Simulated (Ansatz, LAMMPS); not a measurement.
# Squeezing and shearing amorphous polyfuran (as short chains C14O3H12) at 300 K (87 atoms), part 2 of 3

Aim: relax amorphous polyfuran (as short chains C14O3H12) at 300 K (87 atoms), then change its volume and shape to read moduli from the stress.

Ansatz 0.2.0; Kohn-Sham DFT, PBE+D3(BJ), PAW (set soft_2), plane waves.

The cell: 42 C, 9 O and 36 H. The network of contacts between molecules at the start is that of the classical potential that made the cell. The Brillouin zone is sampled at Γ only.

So far. Step 2 (Single point at the start): The r.m.s. force at the start is 0.89 eV/Å.

### Step 3. Cell and atoms relaxed

The cell is relaxed with the atoms, since the starting lattice needn't suit this functional.

Contents of input.yaml:

```yaml
crystal:
  lattice:
    - [9.72828, 0.0, 0.0]
    - [0.0, 9.72828, 0.0]
    - [0.0, 0.0, 9.72828]
  atoms:
    [... the 87 atom lines of step 2 ...]
kpoints:
  mp_grid: { grid: [1, 1, 1] }
hamiltonian:
  xc: pbe
  dispersion: d3bj
scf:
  occupations: { method: fixed }
output:
  forces: true
relax:
  f_tol: 0.05
  max_steps: 150
  cell: {}
```

Run with:

```console
$ ansatz run input.yaml --threads 4 --pin off --max-ram 8192MiB --backend cpu --events-out ev --progress --plain --runs-dir out
```

Standard output:

```text
[...]
Crystal: 87 atoms, lattice volume = 920.679 Å³
Basis set: ecut = 420 eV, 17941 PW (Γ), exchange–correlation on 144×144×144 points (8 copies of the dense FFT grid, shifted against one another)
Bands: 216, of which v1, the nominal top of the filled ones, is band 129 counted from 1 (128 counted from 0)
Symmetry: 1 space group operations
[...]
k-points: 1
[...]
SCF iter   1: F=—  HF=-16210.410470 eV  |F-HF|=—  |Δ(HF+E_count)|=         —  Δρ=1.09e-2  dr2=9.96e-1  ethr=1.77e-3  ⟨swp⟩=5.0  Hψ=698  notcnv=0  defer=84
[...]
SCF iter  10: F=-16210.207492 eV  HF=-16210.207492 eV  |F-HF|=5.54e-9  |Δ(HF+E_count)|=   5.35e-8  Δρ=1.81e-6  dr2=3.29e-8  ethr=3.88e-11  ⟨swp⟩=4.0  Hψ=525  notcnv=0
SCF 1 converged in 10 iterations: F = -16210.207492 eV  dr2 = 3.29e-8
[...]
relax step   1: F+E_penalty+E_count = -16210.20749201 eV  Δ(F+E_penalty+E_count) = +0.000e0 eV  max|allowed force component| = 2.851e0 eV/Å  Δτ_max = 0.0000 Å  P = +2.969 GPa  Ω = 920.679 Å³  (10 SCF iters, dr2 threshold 1.00e-7 eV, accepted)
[... from here on, the SCF cycles and remarks between the steps are left out ...]
relax step   2: F+E_penalty+E_count = -16212.74984264 eV  Δ(F+E_penalty+E_count) = -2.542e0 eV  max|allowed force component| = 1.380e0 eV/Å  Δτ_max = 0.1988 Å  P = +0.209 GPa  Ω = 938.891 Å³  energy of the carried Pulay correction = -4.956e-2 eV  (8 SCF iters, dr2 threshold 8.70e-6 eV, accepted)
relax step   3: F+E_penalty+E_count = -16213.28774313 eV  Δ(F+E_penalty+E_count) = -5.379e-1 eV  max|allowed force component| = 4.357e-1 eV/Å  Δτ_max = 0.1940 Å  P = -0.908 GPa  Ω = 953.758 Å³  energy of the carried Pulay correction = -8.930e-2 eV  (8 SCF iters, dr2 threshold 8.70e-6 eV, accepted)
relax step   4: F+E_penalty+E_count = -16213.50423301 eV  Δ(F+E_penalty+E_count) = -2.165e-1 eV  max|allowed force component| = 2.833e-1 eV/Å  Δτ_max = 0.1447 Å  P = -0.398 GPa  Ω = 937.387 Å³  energy of the carried Pulay correction = -4.550e-2 eV  (7 SCF iters, dr2 threshold 8.70e-6 eV, accepted)
relax step   5: F+E_penalty+E_count = -16213.63038532 eV  Δ(F+E_penalty+E_count) = -1.262e-1 eV  max|allowed force component| = 2.244e-1 eV/Å  Δτ_max = 0.1974 Å  P = -0.049 GPa  Ω = 929.599 Å³  energy of the carried Pulay correction = -2.439e-2 eV  (8 SCF iters, dr2 threshold 5.02e-6 eV, accepted)
relax step   6: F+E_penalty+E_count = -16213.68095669 eV  Δ(F+E_penalty+E_count) = -5.057e-2 eV  max|allowed force component| = 1.967e-1 eV/Å  Δτ_max = 0.1803 Å  P = -0.187 GPa  Ω = 929.767 Å³  energy of the carried Pulay correction = -2.485e-2 eV  (8 SCF iters, dr2 threshold 3.15e-6 eV, accepted)
relax step   7: F+E_penalty+E_count = -16213.71917708 eV  Δ(F+E_penalty+E_count) = -3.822e-2 eV  max|allowed force component| = 2.266e-1 eV/Å  Δτ_max = 0.1547 Å  P = -0.157 GPa  Ω = 929.455 Å³  energy of the carried Pulay correction = -2.400e-2 eV  (8 SCF iters, dr2 threshold 2.42e-6 eV, accepted)
relax step   8: F+E_penalty+E_count = -16213.74581235 eV  Δ(F+E_penalty+E_count) = -2.664e-2 eV  max|allowed force component| = 1.228e-1 eV/Å  Δτ_max = 0.0951 Å  P = -0.002 GPa  Ω = 928.849 Å³  energy of the carried Pulay correction = -2.235e-2 eV  (7 SCF iters, dr2 threshold 3.21e-6 eV, accepted)
relax step   9: F+E_penalty+E_count = -16213.76557919 eV  Δ(F+E_penalty+E_count) = -1.977e-2 eV  max|allowed force component| = 1.751e-1 eV/Å  Δτ_max = 0.1135 Å  P = -0.230 GPa  Ω = 925.838 Å³  energy of the carried Pulay correction = -1.414e-2 eV  (8 SCF iters, dr2 threshold 9.43e-7 eV, accepted)
relax step  10: F+E_penalty+E_count = -16213.76389922 eV  Δ(F+E_penalty+E_count) = +1.680e-3 eV  max|allowed force component| = 3.004e-1 eV/Å  Δτ_max = 0.1171 Å  P = +0.272 GPa  Ω = 924.945 Å³  energy of the carried Pulay correction = -1.170e-2 eV  (8 SCF iters, dr2 threshold 1.92e-6 eV, rejected (line search))
relax step  11: F+E_penalty+E_count = -16213.77922578 eV  Δ(F+E_penalty+E_count) = -1.365e-2 eV  max|allowed force component| = 4.362e-2 eV/Å  Δτ_max = 0.0563 Å  P = -0.018 GPa  Ω = 925.367 Å³  energy of the carried Pulay correction = -1.285e-2 eV  (11 SCF iters, accepted)
relax step  12: F+E_penalty+E_count = -16213.78822487 eV  Δ(F+E_penalty+E_count) = -8.999e-3 eV  max|allowed force component| = 5.520e-2 eV/Å  Δτ_max = 0.0975 Å  P = +0.006 GPa  Ω = 924.492 Å³  energy of the carried Pulay correction = -1.046e-2 eV  (11 SCF iters, accepted)
relax step  13: F+E_penalty+E_count = -16213.79505590 eV  Δ(F+E_penalty+E_count) = -6.831e-3 eV  max|allowed force component| = 7.386e-2 eV/Å  Δτ_max = 0.1141 Å  P = -0.052 GPa  Ω = 923.422 Å³  energy of the carried Pulay correction = -7.526e-3 eV  (9 SCF iters, dr2 threshold 1.90e-7 eV, accepted)
relax step  14: F+E_penalty+E_count = -16213.79855162 eV  Δ(F+E_penalty+E_count) = -3.496e-3 eV  max|allowed force component| = 5.720e-2 eV/Å  Δτ_max = 0.0539 Å  P = +0.009 GPa  Ω = 923.482 Å³  energy of the carried Pulay correction = -7.692e-3 eV  (8 SCF iters, dr2 threshold 3.41e-7 eV, accepted)
[...]
relax step  59: F+E_penalty+E_count = -16214.12060452 eV  Δ(F+E_penalty+E_count) = -1.273e-3 eV  max|allowed force component| = 1.761e-2 eV/Å  Δτ_max = 0.0179 Å  P = -0.004 GPa  Ω = 927.984 Å³  energy of the carried Pulay correction = -5.109e-4 eV  (9 SCF iters, dr2 threshold 9.55e-9 eV, accepted)
relax step  60: F+E_penalty+E_count = -16214.12881165 eV  Δ(F+E_penalty+E_count) = -8.207e-3 eV  max|allowed force component| = 1.752e-2 eV/Å  Δτ_max = 0.0000 Å  P = +0.006 GPa  Ω = 927.984 Å³  stress off target by 9.28e-2 GPa  SCF on the basis re-selected at this cell (its energy is not comparable with the rows above)  (6 SCF iters)
relax step  61: F+E_penalty+E_count = -16214.13241644 eV  Δ(F+E_penalty+E_count) = -3.605e-3 eV  max|allowed force component| = 8.039e-2 eV/Å  Δτ_max = 0.0948 Å  P = -0.088 GPa  Ω = 927.305 Å³  energy of the carried Pulay correction = -9.744e-4 eV  (10 SCF iters, dr2 threshold 2.15e-8 eV, accepted)
relax step  62: F+E_penalty+E_count = -16214.13186417 eV  Δ(F+E_penalty+E_count) = +5.523e-4 eV  max|allowed force component| = 4.461e-2 eV/Å  Δτ_max = 0.0192 Å  P = +0.021 GPa  Ω = 928.086 Å³  energy of the carried Pulay correction = -3.095e-3 eV  (7 SCF iters, dr2 threshold 4.04e-7 eV, accepted)
relax step  63: F+E_penalty+E_count = -16214.13656458 eV  Δ(F+E_penalty+E_count) = -4.700e-3 eV  max|allowed force component| = 4.433e-2 eV/Å  Δτ_max = 0.0000 Å  P = +0.029 GPa  Ω = 928.086 Å³  stress off target by 9.28e-2 GPa  SCF on the basis re-selected at this cell (its energy is not comparable with the rows above)  (6 SCF iters)
relax step  64: F+E_penalty+E_count = -16214.12597627 eV  Δ(F+E_penalty+E_count) = +1.059e-2 eV  max|allowed force component| = 8.159e-2 eV/Å  Δτ_max = 0.0865 Å  P = +0.026 GPa  Ω = 931.319 Å³  energy of the carried Pulay correction = -9.781e-3 eV  (9 SCF iters, dr2 threshold 2.16e-8 eV, rejected (line search))
relax step  65: F+E_penalty+E_count = -16214.13589493 eV  Δ(F+E_penalty+E_count) = +6.696e-4 eV  max|allowed force component| = 3.323e-2 eV/Å  Δτ_max = 0.0418 Å  P = -0.011 GPa  Ω = 929.024 Å³  energy of the carried Pulay correction = -3.990e-3 eV  (11 SCF iters, accepted)
relax step  66: F+E_penalty+E_count = -16214.14255717 eV  Δ(F+E_penalty+E_count) = -6.662e-3 eV  max|allowed force component| = 3.344e-2 eV/Å  Δτ_max = 0.0000 Å  P = -0.007 GPa  Ω = 929.024 Å³  stress off target by 5.31e-2 GPa  SCF on the basis re-selected at this cell (its energy is not comparable with the rows above)  (5 SCF iters)
relax step  67: F+E_penalty+E_count = -16214.14514479 eV  Δ(F+E_penalty+E_count) = -2.588e-3 eV  max|allowed force component| = 1.064e-1 eV/Å  Δτ_max = 0.0972 Å  P = -0.103 GPa  Ω = 928.363 Å³  energy of the carried Pulay correction = -3.168e-4 eV  (10 SCF iters, dr2 threshold 7.06e-9 eV, accepted)
relax step  68: F+E_penalty+E_count = -16214.14679486 eV  Δ(F+E_penalty+E_count) = -1.650e-3 eV  max|allowed force component| = 2.192e-2 eV/Å  Δτ_max = 0.0214 Å  P = -0.009 GPa  Ω = 928.533 Å³  energy of the carried Pulay correction = -7.255e-4 eV  (6 SCF iters, dr2 threshold 7.08e-7 eV, accepted)
relax step  69: F+E_penalty+E_count = -16214.15215134 eV  Δ(F+E_penalty+E_count) = -5.356e-3 eV  max|allowed force component| = 2.230e-2 eV/Å  Δτ_max = 0.0000 Å  P = -0.003 GPa  Ω = 928.533 Å³  stress off target by 5.31e-2 GPa  SCF on the basis re-selected at this cell (its energy is not comparable with the rows above)  (6 SCF iters)
relax step  70: F+E_penalty+E_count = -16214.15202519 eV  Δ(F+E_penalty+E_count) = +1.261e-4 eV  max|allowed force component| = 1.411e-2 eV/Å  Δτ_max = 0.0403 Å  P = +0.001 GPa  Ω = 929.316 Å³  energy of the carried Pulay correction = -2.978e-3 eV  (10 SCF iters, dr2 threshold 7.05e-9 eV, accepted)
relax step  71: F+E_penalty+E_count = -16214.15395200 eV  Δ(F+E_penalty+E_count) = -1.927e-3 eV  max|allowed force component| = 1.375e-2 eV/Å  Δτ_max = 0.0000 Å  P = +0.006 GPa  Ω = 929.316 Å³  stress off target by 3.97e-2 GPa  SCF on the basis re-selected at this cell (its energy is not comparable with the rows above)  (5 SCF iters)
[...]
SCF converged after 5 iterations
Free energy (F): -16214.153952 eV
[...]
Internal energy: -16214.153952 eV  (E = F + TS)
E sigma→0 (E₀):  -16214.153952 eV
Fermi energy:    1.501225 eV
[...]
--- Forces (eV/Å), atoms counted from 1 ---
  atom   1  C      0.00026390    -0.00408361    -0.00295115
  atom   2  C     -0.00331073     0.00171264     0.00065851
  atom   3  C     -0.00033609    -0.00230824     0.00097107
  atom   4  C      0.00274270     0.00929623    -0.00284023
  atom   5  C      0.00968692     0.00136397     0.00742455
  atom   6  O     -0.00538958    -0.00077557    -0.00085300
  atom   7  C     -0.00744783     0.00391229     0.00514292
  atom   8  C      0.00311047    -0.00558341     0.00355463
  atom   9  C      0.00142626     0.00114001    -0.00246881
  atom  10  C     -0.01058827     0.00322189    -0.00095400
  atom  11  O      0.00528721    -0.00054671    -0.00539179
  atom  12  C     -0.00267065    -0.00082382    -0.00566555
  atom  13  C     -0.00061530     0.00099336    -0.00199052
  atom  14  C     -0.00054323    -0.00574510     0.00245049
[...]
atom  86  H     -0.00329363    -0.00215250     0.00828324
  atom  87  H     -0.00103213     0.00706434    -0.00066942
  max |Σ_I F_I| component: 1.81e-5 eV/Å
--- Stress (GPa, compression-positive) ---
       -0.021262       0.003467       0.002076
        0.003467       0.025989       0.018305
        0.002076       0.018305       0.014439
  P = ⅓ Tr σ = 0.0064 GPa (0.064 kbar)
--- Relaxed structure (61 steps of the walk, 54 accepted, 10 SCFs on fresh bases) ---
  F+E_penalty+E_count = -16214.15395200 eV   max|allowed force component| = 1.375e-2 eV/Å   (the final SCF, on the basis selected at the relaxed cell)
  cell:  # Å, volume = 929.3160 Å³
    - [9.172527, 0.423764, -0.722064]
    - [0.423764, 10.999764, 1.089115]
    - [-0.722064, 1.089115, 9.398677]
  atoms:
    - { symbol: C, position: [0.668772, 0.410672, 0.685053] }
    - { symbol: C, position: [0.568631, 0.526676, 0.663330] }
    - { symbol: C, position: [0.458471, 0.563127, 0.732893] }
    - { symbol: C, position: [0.404244, 0.688339, 0.661247] }
[...]
- { symbol: H, position: [0.762059, 0.942638, 0.473563] }
```

Elapsed: 3.1 min, on 4 threads of Intel Xeon Platinum 8488C (Sapphire Rapids), shared host; peak memory 0.98 GiB; 11 min of CPU time.

The relaxation converged after 61 steps, with a largest force component of 0.014 eV/Å.

### Step 4. Single point at the relaxed geometry

One more single point at the end of the walk gives the fuller output and checks the residual forces.

Contents of input.yaml:

```yaml
crystal:
  lattice:
    - [9.17253, 0.42376, -0.72206]
    - [0.42376, 10.99976, 1.08911]
    - [-0.72206, 1.08911, 9.39868]
  atoms:
    - { symbol: C, position: [0.66877, 0.41067, 0.68505] }
    - { symbol: C, position: [0.56863, 0.52668, 0.66333] }
    - { symbol: C, position: [0.45847, 0.56313, 0.73289] }
    - { symbol: C, position: [0.40424, 0.68834, 0.66125] }
    - { symbol: C, position: [0.48462, 0.72173, 0.55052] }
    - { symbol: O, position: [0.58539, 0.6231, 0.55098] }
    [... 75 atom lines left out ...]
    - { symbol: H, position: [0.75095, 0.58177, 0.22512] }
    - { symbol: H, position: [0.96441, 0.38386, 0.37453] }
    - { symbol: H, position: [0.0524, 0.1513, 0.54743] }
    - { symbol: H, position: [0.90151, 0.94794, 0.62247] }
    - { symbol: H, position: [0.71282, 0.99348, 0.62662] }
    - { symbol: H, position: [0.76206, 0.94264, 0.47356] }
kpoints:
  mp_grid: { grid: [1, 1, 1] }
hamiltonian:
  xc: pbe
  dispersion: d3bj
scf:
  occupations: { method: fixed }
output:
  forces: true
  stress: true
  populations: intrinsic
  dos:
    method: { smearing: { sigma: 0.1 } }
    de: 0.1
    projected: { site_lists: { C: [C], H: [H], O: [O] } }
  eigenvalues: true
  write_density: true
  write_potential: true
  volumetric_format: npy
  elf: true
```

Standard output:

```text
[...]
Crystal: 87 atoms, lattice volume = 929.316 Å³
Basis set: ecut = 420 eV, 18169 PW (Γ), exchange–correlation on 128×150×128 points (8 copies of the dense FFT grid, shifted against one another)
Bands: 216, of which v1, the nominal top of the filled ones, is band 129 counted from 1 (128 counted from 0)
Symmetry: 1 space group operations
[...]
k-points: 1
[...]
SCF iter   1: F=—  HF=-16214.335359 eV  |F-HF|=—  |Δ(HF+E_count)|=         —  Δρ=9.99e-3  dr2=9.31e-1  ethr=1.77e-3  ⟨swp⟩=5.0  Hψ=753  notcnv=0  defer=85
[...]
SCF iter  10: F=-16214.153947 eV  HF=-16214.153947 eV  |F-HF|=5.91e-10  |Δ(HF+E_count)|=   5.14e-8  Δρ=1.29e-6  dr2=1.94e-8  ethr=3.88e-11  ⟨swp⟩=21.0  Hψ=2015  notcnv=0
SCF 1 converged in 10 iterations: F = -16214.153947 eV  dr2 = 1.94e-8
[...]
SCF converged after 10 iterations
Free energy (F): -16214.153947 eV
[...]
Internal energy: -16214.153947 eV  (E = F + TS)
E sigma→0 (E₀):  -16214.153947 eV
Fermi energy:    1.501116 eV
[...]
--- Forces (eV/Å), atoms counted from 1 ---
  atom   1  C      0.00117964    -0.00188178    -0.00058949
  atom   2  C     -0.00230894     0.00013332     0.00054034
  atom   3  C     -0.00203301    -0.00411851     0.00408628
  atom   4  C      0.00472608     0.00923758    -0.00482089
  atom   5  C      0.00792379     0.00225890     0.00894229
  atom   6  O     -0.00350115    -0.00166174    -0.00244955
  atom   7  C     -0.00499904     0.00320396     0.00265013
  atom   8  C     -0.00044767    -0.00183451     0.00661508
  atom   9  C      0.00147979    -0.00224390    -0.00090457
  atom  10  C     -0.00998347     0.00069250    -0.00075658
  atom  11  O      0.00394137     0.00193847    -0.00512089
  atom  12  C     -0.00337681    -0.00214777    -0.00474933
  atom  13  C      0.00027034     0.00248094    -0.00353153
  atom  14  C     -0.00141405    -0.00613922     0.00444980
[...]
atom  86  H     -0.00272214    -0.00232790     0.00765443
  atom  87  H     -0.00107094     0.00670643    -0.00059158
  max |Σ_I F_I| component: 1.63e-4 eV/Å
--- Stress (GPa, compression-positive) ---
       -0.021229       0.003279       0.001431
        0.003280       0.027219       0.018514
        0.001431       0.018514       0.014658
  P = ⅓ Tr σ = 0.0069 GPa (0.069 kbar)
--- Band table (eV) ---
[...]
--- intrinsic populations: 87 sites ---
  site symbol       q [e]
     0      C      4.5296
     1      C      3.8122
     2      C      4.2446
[...]
86      H      0.8104
  spilling = -0.000000 (of n_electrons = 258.000000)
```

Wall time 4.6 s (4 threads); peak memory 0.97 GiB; 16 s of CPU time.

Read from the output:

| Property | Result |
| --- | --- |
| free energy | -16214.1539 eV |
| free energy per atom | -186.3696 eV/atom |
| SCF cycles | 10 |
| pressure | 0.006883 GPa |
| r.m.s. force component | 0.00421 eV/Å |
| longest force | 0.01923 eV/Å |
| Fermi energy | 1.501 eV |
| gap (highest filled to lowest empty level) | 2.256 eV |

### Step 5. Volume -3 %

The relaxed cell is scaled evenly and the atoms are relaxed again; the stress at the end gives one point of P(V).

input.yaml, the sections that differ from step 4:

```yaml
crystal:
  lattice:
    - [9.07987, 0.41948, -0.71477]
    - [0.41948, 10.88864, 1.07811]
    - [-0.71477, 1.07811, 9.30374]
  atoms:
    [... the 87 atom lines of step 4 ...]
output:
  forces: true
  eigenvalues: true
  stress: true
relax:
  f_tol: 0.05
  max_steps: 70
# kpoints, hamiltonian, scf: as in step 4
```

Standard output:

```text
Warning: output.stress: scf.convergence.dr2_threshold = 1e-7 eV (the SCF's general default) is looser than the 8.7e-9 eV advised for a printed stress (1e-10 eV for each atom of the cell: 87). What an SCF threshold leaves in a stress goes as its square root, and in the free energy as the threshold itself, and one threshold admits the most on a small cell: [...]
[...]
Crystal: 87 atoms, lattice volume = 901.437 Å³
Basis set: ecut = 420 eV, 17625 PW (Γ), exchange–correlation on 128×150×128 points (8 copies of the dense FFT grid, shifted against one another)
Bands: 216, of which v1, the nominal top of the filled ones, is band 129 counted from 1 (128 counted from 0)
Symmetry: 1 space group operations
[...]
k-points: 1
[...]
SCF iter   1: F=—  HF=-16213.994341 eV  |F-HF|=—  |Δ(HF+E_count)|=         —  Δρ=1.03e-2  dr2=9.65e-1  ethr=1.77e-3  ⟨swp⟩=5.0  Hψ=769  notcnv=0  defer=85
[...]
SCF iter   7: F=-16213.798515 eV  HF=-16213.798518 eV  |F-HF|=3.65e-6  |Δ(HF+E_count)|=   2.90e-5  Δρ=3.02e-5  dr2=8.70e-6  ethr=1.84e-8  ⟨swp⟩=16.0  Hψ=1547  notcnv=0
SCF 1 converged in 7 iterations: F = -16213.798515 eV  dr2 = 8.70e-6
[...]
relax step   1: F+E_penalty+E_count = -16213.79851474 eV  Δ(F+E_penalty+E_count) = +0.000e0 eV  max|allowed force component| = 5.764e-1 eV/Å  Δτ_max = 0.0000 Å  (7 SCF iters, dr2 threshold 6.25e-5 eV, accepted)
[...]
relax step   2: F+E_penalty+E_count = -16214.09996982 eV  Δ(F+E_penalty+E_count) = -3.015e-1 eV  max|allowed force component| = 2.855e-1 eV/Å  Δτ_max = 0.0432 Å  (6 SCF iters, dr2 threshold 2.08e-5 eV, accepted)
[...]
relax step   3: F+E_penalty+E_count = -16214.13271035 eV  Δ(F+E_penalty+E_count) = -3.274e-2 eV  max|allowed force component| = 5.893e-2 eV/Å  Δτ_max = 0.0419 Å  (7 SCF iters, dr2 threshold 5.10e-6 eV, accepted)
relax step   4: F+E_penalty+E_count = -16214.13076670 eV  Δ(F+E_penalty+E_count) = +1.944e-3 eV  max|allowed force component| = 1.028e-1 eV/Å  Δτ_max = 0.0882 Å  (9 SCF iters, rejected (line search))
[...]
relax step   5: F+E_penalty+E_count = -16214.13520227 eV  Δ(F+E_penalty+E_count) = -2.492e-3 eV  max|allowed force component| = 4.853e-2 eV/Å  Δτ_max = 0.0430 Å  (9 SCF iters, accepted)
SCF converged after 9 iterations
Free energy (F): -16214.135202 eV
[...]
Internal energy: -16214.135202 eV  (E = F + TS)
E sigma→0 (E₀):  -16214.135202 eV
Fermi energy:    1.692626 eV
[...]
--- Forces (eV/Å), atoms counted from 1 ---
  atom   1  C      0.00429906    -0.00189938    -0.00284104
  atom   2  C     -0.02084641    -0.00059572     0.01208325
  atom   3  C      0.02108378     0.00525326    -0.00813787
  atom   4  C      0.00953743    -0.00572631    -0.01654855
  atom   5  C     -0.01692678    -0.00184082     0.01727608
  atom   6  O     -0.00675272     0.00274192    -0.00787043
  atom   7  C     -0.02286344     0.01691771    -0.00282712
  atom   8  C      0.04122492    -0.01069164     0.01720377
  atom   9  C      0.01650153    -0.01473848    -0.00049116
  atom  10  C     -0.00234691     0.02370816     0.01745890
  atom  11  O      0.01054892     0.00447075     0.00048760
  atom  12  C      0.01920068     0.03079770    -0.00242317
  atom  13  C     -0.01383255    -0.02426462     0.00380672
  atom  14  C      0.02151735    -0.01855424     0.02583773
[...]
atom  86  H      0.00918233     0.00229315    -0.00361214
  atom  87  H     -0.00335942     0.00529642     0.00296757
  max |Σ_I F_I| component: 2.92e-5 eV/Å
--- Stress (GPa, compression-positive) ---
        0.064018      -0.020667       0.012919
       -0.020666       0.202949       0.009474
        0.012918       0.009474       0.155844
  P = ⅓ Tr σ = 0.1409 GPa (1.409 kbar)
--- Band table (eV) ---
[...]
--- Relaxed structure (5 steps of the walk, 4 accepted, 0 SCFs on fresh bases) ---
  F+E_penalty+E_count = -16214.13520227 eV   max|allowed force component| = 4.853e-2 eV/Å
  atoms:
    - { symbol: C, position: [0.671456, 0.407880, 0.684351] }
    - { symbol: C, position: [0.569988, 0.524625, 0.663974] }
    - { symbol: C, position: [0.459636, 0.560683, 0.735812] }
    - { symbol: C, position: [0.403851, 0.687202, 0.664365] }
[...]
- { symbol: H, position: [0.762755, 0.939089, 0.474915] }
```

Elapsed: 16 s, on 4 threads; peak memory 1 GiB; 59 s of CPU time.

The program notes that the SCF threshold is loose for the stress.

The relaxation converged after 5 steps, 0.337 eV below its start, with a largest force component of 0.049 eV/Å.

Volume -3 %: the energy stands 0.0187 eV above that of the reference, at a pressure of 0.141 GPa.

[end of part 2 of 3]

[Long decimals in the printed logs are rounded to 6 places.]

[Logs are printed without paths, hosts, clocks, repeated set-up lines and the standing remarks that a program may print on its own settings, such as how far it seeks lower states.]

[Hosts, paths, dates, database ids (printed as entryN), source tags and the programs' standing remarks are cut or masked in the printed files.]
